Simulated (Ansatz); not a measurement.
**KTlSO (model structure): optical spectrum from first principles**

Wanted: where KTlSO (model structure) starts to absorb, how strongly, and its refractive index. The cell was made here by substitution or stacking, whether or not such a phase is known. It was built so: 1 of the 2 O atoms of the cell replaced by S in the R-3m structure of KTlO2.

Main program and level: Ansatz 0.2.0; DFT, PBE, plane-wave PAW, default files, scalar-relativistic, independent-particle optical response without local fields.

Most raw output is cut from this account.

**1. Set-up**

Symmetry: R3m, No. 160, trigonal system. The conventional cell has a = 3.706 Å, b = 3.706 Å, c = 19.645 Å, α = 90.00°, β = 90.00°, γ = 120.00°. Nearest to Tl lie 3 S at 2.50 Å and 3 O at 2.50 Å. Nearest to K lie 3 O at 2.92 Å and 3 S at 2.92 Å. Nearest to S lie 3 Tl at 2.50 Å and 3 K at 2.92 Å. O has 3 Tl at 2.50 Å and 3 K at 2.92 Å nearest. 1 of the 2 O atoms of the cell replaced by S in the R-3m structure of KTlO2. Farther neighbours and most contacts between anions are not listed.

**2. Relaxation**

Spectra hang on bond lengths, so the cell is first brought to its minimum.

This step: DFT, PBE, plane-wave PAW, default files, scalar-relativistic, relaxation (Ansatz 0.2.0).

Contents of input.yaml:

```yaml
crystal:
  lattice:
    - [1.85303163, 1.06984831, 6.5484663]
    - [-1.85303163, 1.06984831, 6.5484663]
    - [0.0, -2.13969662, 6.5484663]
  atoms:
    - { symbol: Tl, position: [0.0, 0.0, 0.0] }
    - { symbol: K, position: [0.5, 0.5, 0.5] }
    - { symbol: S, position: [0.26791574, 0.26791574, 0.26791574] }
    - { symbol: O, position: [0.73208426, 0.73208426, 0.73208426] }
kpoints:
  mp_grid: { grid: [7, 7, 7] }
scf:
  occupations: { method: fermi_dirac, width: 0.05 }
hamiltonian:
  xc: pbe
  pseudopotentials: { kind: paw }
output:
  forces: true
  stress: true
relax:
  f_tol: 0.02
  max_steps: 50
  cell: {}
```

On the command line:

```console
> ansatz run input.yaml --threads 4 --pin off --max-ram 8192MiB --backend cpu --events-out ev --progress --plain --runs-dir out
```

The job ended after 15 s (4 threads of AMD EPYC 7B13 (Zen 3), shared host; peak memory 0.55 GiB).

Relaxation path:

```csv
step,energy less that of the first step (eV),largest force component (eV/Å),pressure (GPa),volume (Å³)
1,0.0000,3.0601,8.32,77.89
2,-0.5749,0.3583,2.23,81.17
3,-0.6100,0.2701,0.52,83.54
4,-0.6197,0.0658,-0.13,84.26
5,-0.6214,0.0170,0.04,84.09
6,-0.6214,0.0029,0.01,84.13
7*,-0.6314,0.0027,0.17,84.13
8,-0.6313,0.0053,0.03,84.41
9,-0.6313,0.0003,0.00,84.45
10*,-0.6316,0.0002,0.00,84.45
```

Relaxation steps marked * repeat the geometry before them on a plane-wave basis chosen anew for their cell, so energy and pressure can jump there.

Forces are held to the 6 operations that the run works with; a distortion that breaks them can't arise in this run.

```csv
"conventional cell, symmetrised",before,after,change
a (Å),3.706,3.787,+2.2 %
b (Å),3.706,3.787,+2.2 %
c (Å),19.645,20.398,+3.8 %
volume (Å³/atom),19.47,21.11,+8.4 %
```

The atoms that moved most (Å, as changes of fractional coordinates times the final cell):

```csv
atom,dx,dy,dz,length
K2,0.000,0.000,-0.292,0.292
Tl1,0.000,0.000,0.206,0.206
O4,0.000,0.000,0.072,0.072
S3,0.000,0.000,0.013,0.013
```

The relaxed structure:

```xyz
4
Lattice="1.8935 1.0932 6.7995 -1.8935 1.0932 6.7995 0.0000 -2.1864 6.7995" Properties=species:S:1:pos:R:3 pbc="T T T"
Tl    0.0000    0.0000    0.2062
K     0.0000    0.0000    9.9074
S     0.0000    0.0000    5.4783
O     0.0000    0.0000   15.0057
```

The relaxation ends with a largest force component of 2.3e-4 eV/Å and a pressure of 0.00 GPa.

**3. Ground state and bands**

First the ground state: is it a metal or has it a gap?

This step: DFT, PBE, plane-wave PAW, default files, scalar-relativistic, ground state (Ansatz 0.2.0).

Contents of input.yaml:

```yaml
crystal:
  lattice:
    - [1.8935201094, 1.0932243449, 6.799489704]
    - [-1.8935201094, 1.0932243449, 6.799489704]
    - [0.0, -2.1864486898, 6.799489704]
  atoms:
    - { symbol: Tl, position: [0.0101109654, 0.0101109654, 0.0101109654] }
    - { symbol: K, position: [0.485694366, 0.485694366, 0.485694366] }
    - { symbol: S, position: [0.2685637075, 0.2685637075, 0.2685637075] }
    - { symbol: O, position: [0.735630961, 0.735630961, 0.735630961] }
kpoints:
  mp_grid: { grid: [7, 7, 7] }
  band_path:
    path:
      - [[0.0, 0.0, 0.0], [0.5, 0.0, 0.0], [0.5, 0.18390021, -0.18390021]]
      - [[0.81609979, 0.5, 0.18390021], [0.5, 0.5, 0.5], [0.0, 0.0, 0.0], [0.34195011, 0.0, -0.34195011]]
      - [[0.65804989, 0.34195011, 0.0], [0.5, 0.5, 0.0], [0.65804989, 0.65804989, 0.18390021], [0.5, 0.5, 0.5]]
      - [[0.5, 0.0, 0.0], [0.81609979, 0.34195011, 0.34195011]]
    npoints: 6
scf:
  occupations: { method: fermi_dirac, width: 0.05 }
  n_extra_bands: 8
hamiltonian:
  xc: pbe
  pseudopotentials: { kind: paw }
output:
  forces: true
  stress: true
  populations: true
  write_bands: true
  write_density: true
  write_potential: true
  elf: true
  volumetric_format: npy
```

Elapsed: 3.3 s, on 4 threads; peak memory 0.52 GiB; 12 s of CPU time.

Numbers from this step:

| Property | Result |
| --- | --- |
| free energy | -14451.7804 eV |
| Fermi energy | 6.621 eV |
| gap by band count | 0.1989 eV |
| electrons | 34 |
| symmetry operations | 6 |
| pressure | 0.003881 GPa |
| volume | 84.45 Å³ |
| gap on the path | 0.1966 eV |
| least direct gap on the path | 0.2447 eV |

There is a gap, 0.20 eV on the path, so no carriers' term is needed. The cell is left with a pressure of 0.0 GPa after its relaxation.

Electronic bands along the path, in eV, zero at the Fermi level; v1 is the highest filled band, c1 the lowest empty one:

```csv
point,v4,v3,v2,v1,c1,c2,c3,c4
Γ,-1.48,-1.09,-0.22,-0.22,0.03,4.13,5.24,7.29
halfway,-1.84,-1.80,-1.10,-0.42,1.39,4.51,5.26,6.61
L,-2.25,-2.14,-0.91,-0.52,1.46,4.31,5.45,6.43
halfway,-2.56,-2.16,-1.07,-0.91,1.68,5.34,5.62,6.23
B1,-2.85,-2.56,-1.08,-0.88,1.84,5.40,5.64,6.10
jump to B,-2.85,-2.56,-1.08,-0.88,1.84,5.40,5.64,6.10
halfway,-2.24,-1.46,-1.16,-0.67,1.62,4.83,5.49,6.06
Z,-1.51,-1.51,-0.17,-0.17,1.03,3.70,4.73,6.80
halfway,-1.50,-1.45,-0.20,-0.20,0.56,3.95,4.96,7.00
Γ,-1.48,-1.09,-0.22,-0.22,0.03,4.13,5.24,7.29
halfway,-2.42,-1.52,-1.17,-0.80,1.59,4.67,5.64,6.29
X,-2.83,-2.59,-1.10,-0.89,1.83,5.42,5.66,6.24
jump to Q,-2.83,-2.59,-1.10,-0.89,1.83,5.42,5.66,6.24
halfway,-2.62,-2.06,-0.98,-0.86,1.57,4.93,5.18,6.43
F,-2.19,-1.86,-1.03,-0.61,1.19,4.53,4.77,6.17
halfway,-2.19,-1.88,-1.02,-0.61,1.21,4.49,4.83,6.19
P1,-2.20,-1.92,-1.00,-0.59,1.26,4.44,4.98,6.24
halfway,-1.78,-1.49,-1.28,-0.45,1.47,4.52,5.39,6.13
Z,-1.51,-1.51,-0.17,-0.17,1.03,3.70,4.73,6.80
jump to L,-2.25,-2.14,-0.91,-0.52,1.46,4.31,5.45,6.43
halfway,-2.23,-2.06,-0.93,-0.55,1.40,4.35,5.27,6.44
P,-2.20,-1.92,-1.00,-0.59,1.26,4.44,4.98,6.24
```

Electrostatic potential energy in the ac plane of the conventional cell at fractional y = 0.333, with atoms of Tl and K and S and O within 0.2 Å of it. With pseudopotentials it is smooth inside the atoms' cores, unlike the true potential.

Ten even steps from '0' (-35 eV) to '9' (11 eV), each cell a mean:
```
98889999999999
99999999999999
99999999999999
99999875323578
99999862000158
99999998777899
99999999999999
88788999999999
98889987555689
99999961121158
99999997656789
99889999999999
88888999999999
99999999999999
99999986545689
89999730000026
99999874222368
99999999999999
99999999999999
99889999999999
88888999999999
99999998655899
99999995101489
88778999999999
```

ELF in the ac plane of the conventional cell at fractional y = 0.333, with atoms of Tl and K and S and O within 0.2 Å of it. It is the smooth field of the valence electrons, not physical close to the nuclei.

Ten even steps from '0' (0.01) to '9' (0.85), each cell a mean:
```
34443210000012
78887531000025
46764210111012
00000258999863
10000489989995
12331013555321
23332100000001
22222111222111
22222468888875
52015898524899
31002589999986
12321012344210
23432100000000
11111000000000
23332223333321
11111232000233
34443233222333
78887531111124
44554310000012
11221000000000
24542101232100
00000258999863
21111368878874
22322113454321
```

**4. Spectrum**

The spectrum is a sum over vertical transitions between filled and empty bands at the fixed density, so many empty bands are needed.

This step: DFT, PBE, plane-wave PAW, default files, scalar-relativistic, independent-particle optical response without local fields (Ansatz 0.2.0).

input.yaml, the sections that differ from step 3:

```yaml
kpoints:
  mp_grid: { grid: [7, 7, 7] }
scf:
  occupations: { method: gaussian, width: 0.02 }
output:
  optics:
    e_range: [0, 22]
    de: 0.05
    sigma: 0.15
    nscf_kmesh: { grid: [10, 10, 10] }
    bands: { spectra_wanted_up_to: 22 }
# crystal, hamiltonian: as in step 3
```

Run time: 64 s. Hardware: 4 threads; peak memory 1.7 GiB.

Numbers from this step:

```
electronic dielectric constant ε∞, mean over x, y and z (by symmetry where fewer were run)                                                          : 8.224
absorption onset, first axis (α over 10⁴ cm⁻¹, or the direct gap if that lies higher)                                                               : 0.3977 eV
main peak of Im epsilon, first axis                                                                                                                 : 4.876 eV
centre of weight of the strongest loss peak in the window                                                                                           : 13.34 eV
photocurrent from vertical transitions in a film 500 nm thick on a perfect mirror (two passes), AM1.5G, no front reflection, all carriers collected : 61.76 mA/cm²
least direct gap on the mesh                                                                                                                        : 0.2416 eV
bands summed                                                                                                                                        : 62
spectra valid up to                                                                                                                                 : 30.71 eV
program's estimate of the k-sum error in Im epsilon                                                                                                 : 0.04 %
electrons in the f-sum                                                                                                                              : 26.29
```

The Im ε has structure finer than the step of the table below, so its rows give means over 0.5 eV, whole bins alone (the curve runs from 0 to 22 eV). Peaks (eV: height): E ∥ x or y 2.65: 5.96, 3.60: 10.2, 4.90: 11.1, 18.10: 1.90; E ∥ z 2.60: 5.17, 3.40: 5.97, 4.80: 5.10, 6.40: 8.94, 7.95: 10.3.

The Im ε by photon energy; means over each step:

```csv
photon energy (eV),E ∥ x or y,E ∥ z
0.5,1.32,0.104
1.0,1.06,0.422
1.5,1.22,1.61
2.0,3.16,2.26
2.5,5.06,4.16
3.0,4.78,3.52
3.5,8.68,5.51
4.0,6.01,3.29
4.5,6.75,3.12
5.0,9.45,3.22
5.5,4.42,3.92
6.0,4.11,5.38
6.5,3.31,7.40
7.0,3.97,5.28
7.5,3.47,4.79
8.0,3.30,8.17
8.5,2.85,2.44
9.0,1.89,1.42
9.5,1.92,1.77
10.0,2.08,2.13
10.5,1.91,2.06
11.0,1.68,1.56
11.5,1.38,1.32
12.0,1.34,1.43
12.5,1.33,1.41
13.0,1.05,0.960
13.5,0.862,0.808
14.0,0.777,0.790
14.5,0.764,0.828
15.0,0.836,0.980
15.5,0.628,0.785
16.0,0.713,0.645
16.5,0.603,0.508
17.0,0.709,0.705
17.5,1.16,0.907
18.0,1.72,1.03
18.5,1.08,0.896
19.0,1.00,1.01
19.5,0.864,1.01
20.0,1.00,0.985
20.5,1.01,0.845
21.0,0.946,0.838
21.5,1.26,1.63
```

Table of Re ε by photon energy:

```csv
photon energy (eV),E ∥ x or y,E ∥ z
0.0,8.99,6.69
0.5,8.22,6.87
1.0,7.94,7.44
1.5,8.85,7.59
2.0,9.22,7.46
2.5,9.01,7.64
3.0,7.64,6.81
3.5,7.57,4.27
4.0,3.20,3.36
4.5,5.97,5.16
5.0,-0.497,2.53
5.5,-0.163,5.36
6.0,-0.247,5.67
6.5,1.01,0.935
7.0,1.02,1.94
7.5,0.0697,1.73
8.0,-0.123,-2.09
8.5,-0.351,-2.53
9.0,-0.132,-0.838
9.5,0.532,0.437
10.0,0.380,0.293
10.5,0.302,0.120
11.0,0.0509,-0.348
11.5,0.239,0.192
12.0,0.418,0.406
12.5,0.196,-0.0258
13.0,0.284,0.132
13.5,0.467,0.487
14.0,0.489,0.590
14.5,0.821,0.705
15.0,0.621,0.759
15.5,0.874,0.573
16.0,0.815,0.627
16.5,1.13,1.02
17.0,1.40,1.21
17.5,1.49,1.15
18.0,1.21,1.14
18.5,0.357,0.804
19.0,0.807,1.20
19.5,0.865,0.992
20.0,0.941,0.894
20.5,0.841,0.977
21.0,0.992,1.33
21.5,1.23,1.72
22.0,0.595,0.752
```

Table of refractive index n and extinction k by photon energy:

```csv
photon energy (eV),"n, E ∥ x or y","k, E ∥ x or y","n, E ∥ z","k, E ∥ z"
0,3.00,0,2.59,0
1,2.82,0.185,2.73,0.0543
2,3.09,0.572,2.76,0.404
3,2.86,0.731,2.66,0.495
4,2.20,1.28,2.00,0.803
5,2.20,2.31,1.79,0.815
6,1.41,1.49,2.58,0.985
7,1.59,1.23,1.96,1.38
8,1.26,1.30,2.00,2.46
9,0.930,0.998,0.633,1.11
10,1.13,0.944,1.12,0.980
11,0.930,0.902,0.757,0.960
12,0.946,0.691,0.973,0.736
13,0.835,0.642,0.750,0.656
14,0.837,0.460,0.880,0.429
15,0.919,0.472,1.01,0.507
16,0.982,0.386,0.887,0.400
17,1.21,0.271,1.14,0.301
18,1.30,0.693,1.16,0.451
19,1.04,0.517,1.19,0.449
20,1.08,0.468,1.06,0.468
21,1.08,0.429,1.20,0.329
22,1.13,0.828,1.30,0.965
```

The reflectivity at normal incidence has structure finer than the step of the table below, so its rows give means over 0.5 eV, whole bins alone (the curve runs from 0 to 22 eV). Peaks (eV: height): E ∥ x or y 3.60: 36.7, 5.15: 44.7, 7.30: 27.4, 8.65: 28.4, 18.30: 14.1; E ∥ z 2.55: 26.6, 3.30: 27.4, 4.75: 24.2, 6.45: 36.2, 8.35: 61.3, 10.90: 25.6, 12.60: 19.2.

Table of reflectivity at normal incidence by photon energy; means over each step:

```csv
photon energy (eV),E ∥ x or y (%),E ∥ z (%)
0.5,24.0,20.1
1.0,23.0,21.6
1.5,25.0,22.6
2.0,27.3,22.9
2.5,28.8,25.2
3.0,26.9,22.6
3.5,34.5,25.6
4.0,27.2,17.5
4.5,28.9,19.0
5.0,42.4,18.0
5.5,31.3,22.0
6.0,27.9,25.7
6.5,20.2,33.5
7.0,23.1,26.9
7.5,24.6,24.5
8.0,24.7,45.8
8.5,26.7,54.8
9.0,21.3,34.0
9.5,14.9,15.4
10.0,16.9,18.2
10.5,17.0,19.8
11.0,17.8,22.2
11.5,14.3,14.2
12.0,11.9,12.4
12.5,14.1,17.4
13.0,11.9,14.1
13.5,8.19,7.91
14.0,6.43,5.84
14.5,3.95,4.90
15.0,5.38,6.07
15.5,2.67,5.73
16.0,3.11,3.97
16.5,1.93,1.57
17.0,2.66,2.48
17.5,5.29,3.75
18.0,10.0,4.70
18.5,9.46,4.42
19.0,5.63,4.52
19.5,4.32,4.84
20.0,4.83,4.81
20.5,5.29,3.65
21.0,4.32,3.37
21.5,6.09,8.29
```

Values under 1 per cm are given as 1. The absorption coefficient by photon energy:

```csv
photon energy (eV),E ∥ x or y (1/cm),E ∥ z (1/cm)
0.000,1,1
0.500,12902,1055
1.000,18734,5503
1.500,27167,45770
2.000,1.2e5,81948
2.500,2.2e5,2.0e5
3.000,2.2e5,1.5e5
3.500,5.5e5,4.3e5
4.000,5.2e5,3.3e5
4.500,5.1e5,2.5e5
5.000,1.2e6,4.1e5
5.500,8.0e5,4.9e5
6.000,9.1e5,6.0e5
6.500,7.2e5,1.2e6
7.000,8.7e5,9.8e5
7.500,9.6e5,9.1e5
8.000,1.1e6,2.0e6
8.500,1.1e6,1.5e6
9.000,9.1e5,1.0e6
9.500,8.3e5,8.2e5
10.000,9.6e5,9.9e5
10.500,9.6e5,1.1e6
11.000,1.0e6,1.1e6
11.500,8.8e5,8.8e5
12.000,8.4e5,9.0e5
12.500,9.7e5,1.1e6
13.000,8.5e5,8.7e5
13.500,6.8e5,6.5e5
14.000,6.5e5,6.1e5
14.500,5.5e5,6.3e5
15.000,7.2e5,7.7e5
15.500,4.8e5,6.8e5
16.000,6.3e5,6.5e5
16.500,4.7e5,4.1e5
17.000,4.7e5,5.2e5
17.500,7.9e5,7.1e5
18.000,1.3e6,8.2e5
18.500,1.1e6,8.1e5
19.000,9.9e5,8.7e5
19.500,8.1e5,9.0e5
20.000,9.5e5,9.5e5
20.500,9.9e5,7.9e5
21.000,9.1e5,7.0e5
21.500,1.1e6,1.2e6
22.000,1.8e6,2.2e6
```

From ε follow the optical constants at some laser and lamp lines:

```csv
wavelength (nm),n xy,k xy,R (%) xy,1/α xy,n z,k z,R (%) z,1/α z
1550,2.81,0.203,22.8,608 nm,2.66,0.036,20.6,3.4 µm
1064,2.85,0.181,23.2,469 nm,2.80,0.132,22.5,641 nm
800,3.01,0.197,25.3,323 nm,2.76,0.315,22.5,202 nm
450,2.80,0.989,27.3,36 nm,2.35,0.843,21.3,42 nm
405,2.95,0.745,26.9,43 nm,2.77,0.587,23.9,55 nm
365,3.24,1.234,33.6,24 nm,2.55,1.168,27.0,25 nm
248,2.21,2.314,43.6,8.5 nm,1.79,0.817,15.3,24 nm
```

In reflection the computed colour is grey: x = 0.310, y = 0.335, luminous reflectivity 27 %.

The f-sum over the summed bands holds 26.3 of the cell's 34 electrons outside the frozen cores, 12 of which lie in bands more than 12 eV below the Fermi level, whose transitions come at higher energies. Up to 22 eV the strength has a mean oscillator energy of 5.8 eV, close to the main peak.

**5. Outcome**

```
gap on the path                                                                                                                                     : 0.197 eV
least direct gap on the path                                                                                                                        : 0.245 eV
electronic dielectric constant ε∞, mean over x, y and z (by symmetry where fewer were run) (independent particles)                                  : 8.22
absorption onset, first axis (α over 10⁴ cm⁻¹, or the direct gap if that lies higher)                                                               : 0.398 eV
main peak of Im epsilon, first axis                                                                                                                 : 4.88 eV
centre of weight of the strongest loss peak in the window, first axis                                                                               : 13.3 eV
photocurrent from vertical transitions in a film 500 nm thick on a perfect mirror (two passes), AM1.5G, no front reflection, all carriers collected : 61.8 mA/cm²
```

**Reading.** At this level (PBE, independent particles) KTlSO has a mean ε∞ = 8.22 and n = 2.81 at 1550 nm (E ∥ x); absorption sets in near 0.4 eV, and Im ε peaks at 4.9 eV (E ∥ x). The cell grew by 8.4 % in volume. The gap on the path, 0.20 eV, is indirect by a hair: the least direct gap lies 48 meV higher. The absorption coefficient passes 10⁴ cm⁻¹ at 0.40 eV, in the infrared, so it absorbs across the visible. The strongest loss structure up to 22 eV has its centre of weight at 13.3 eV; a free-electron gas of the 26.3 electrons in the f-sum would put its plasmon at 20.7 eV. Distinct maxima of Im ε, read by a parabola through the highest points, lie at 2.65 eV (6.0), 3.58 eV (10), 4.88 eV (11) and 5.82 eV (4.8) for E ∥ x or y. The f-sum over the summed bands holds 26.3 of the cell's 34 electrons outside the frozen cores, 12 of which lie in bands more than 12 eV below the Fermi level, whose transitions come at higher energies. Up to 22 eV the strength has a mean oscillator energy of 5.8 eV, close to the main peak. In reflection the computed colour is grey: x = 0.310, y = 0.335, luminous reflectivity 27 %. Excitons and phonon-assisted transitions are missing, and so are local fields; PBE gaps are as a rule too small, which pulls the onset down and ε∞ up, while the missing spin-orbit coupling works the other way with such heavy atoms. In the base run ε includes the program's bounded estimate of what the bands above those summed add. Spin-orbit coupling is left out although heavy atoms are present.

[Logs are printed without paths, hosts, clocks, repeated set-up lines and the standing remarks that a program may print on its own settings, such as how far it seeks lower states.]

[Hosts, paths, dates, database ids (printed as entryN), source tags and the programs' standing remarks are cut or masked in the printed files.]
